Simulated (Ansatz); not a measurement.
# The potential step between two gates: alpha-Ga2S3 ferroelectric layer bilayer, AB

Two oppositely charged gates put a neutral stack in a displacement field D. The voltage between them is D/ε₀ times an electrical distance, shorter than the real one because the stack screens.

**Method.** Ansatz 0.2.0, plane waves with PAW datasets (its set soft_2), PBE-D3(BJ); isolated slab, charged sheets 6 Å from the outer atoms behind model barriers, atoms held. Voltages count from the uncharged case.

```tsv
run	D/ε₀ (V/nm)	step in an electron's potential, upper less lower gate (eV)
run 1	0.000	0.000
run 2	0.543	0.622
run 3	1.086	1.233
run 4	2.171	2.420
run 5	4.343	?
```

Q: Estimate the withheld value from the rows shown.

A least-squares line through the 4 rows shown has slope 1.1132 and intercept 0.0112; no row lies more than 0.013 eV off it. The size of the slope, 1.113 nm, is the electrical distance; the sheets are 2.695 nm apart, and screening reaches beyond the outer atoms. At 4.343 it gives 1.1132 × 4.343 + 0.0112 = 4.846 eV, beyond the rows fitted. Rounding and scatter of the rows alone allow about ±0.040 eV there.

The run itself gives 4.716 eV: a miss of −0.130 eV, or 2.8 % of the value. Screening changes with the field.

Caveats: The gates are model sheets, not atoms.

[Logs are printed without paths, hosts, clocks, repeated set-up lines and the standing remarks that a program may print on its own settings, such as how far it seeks lower states.]
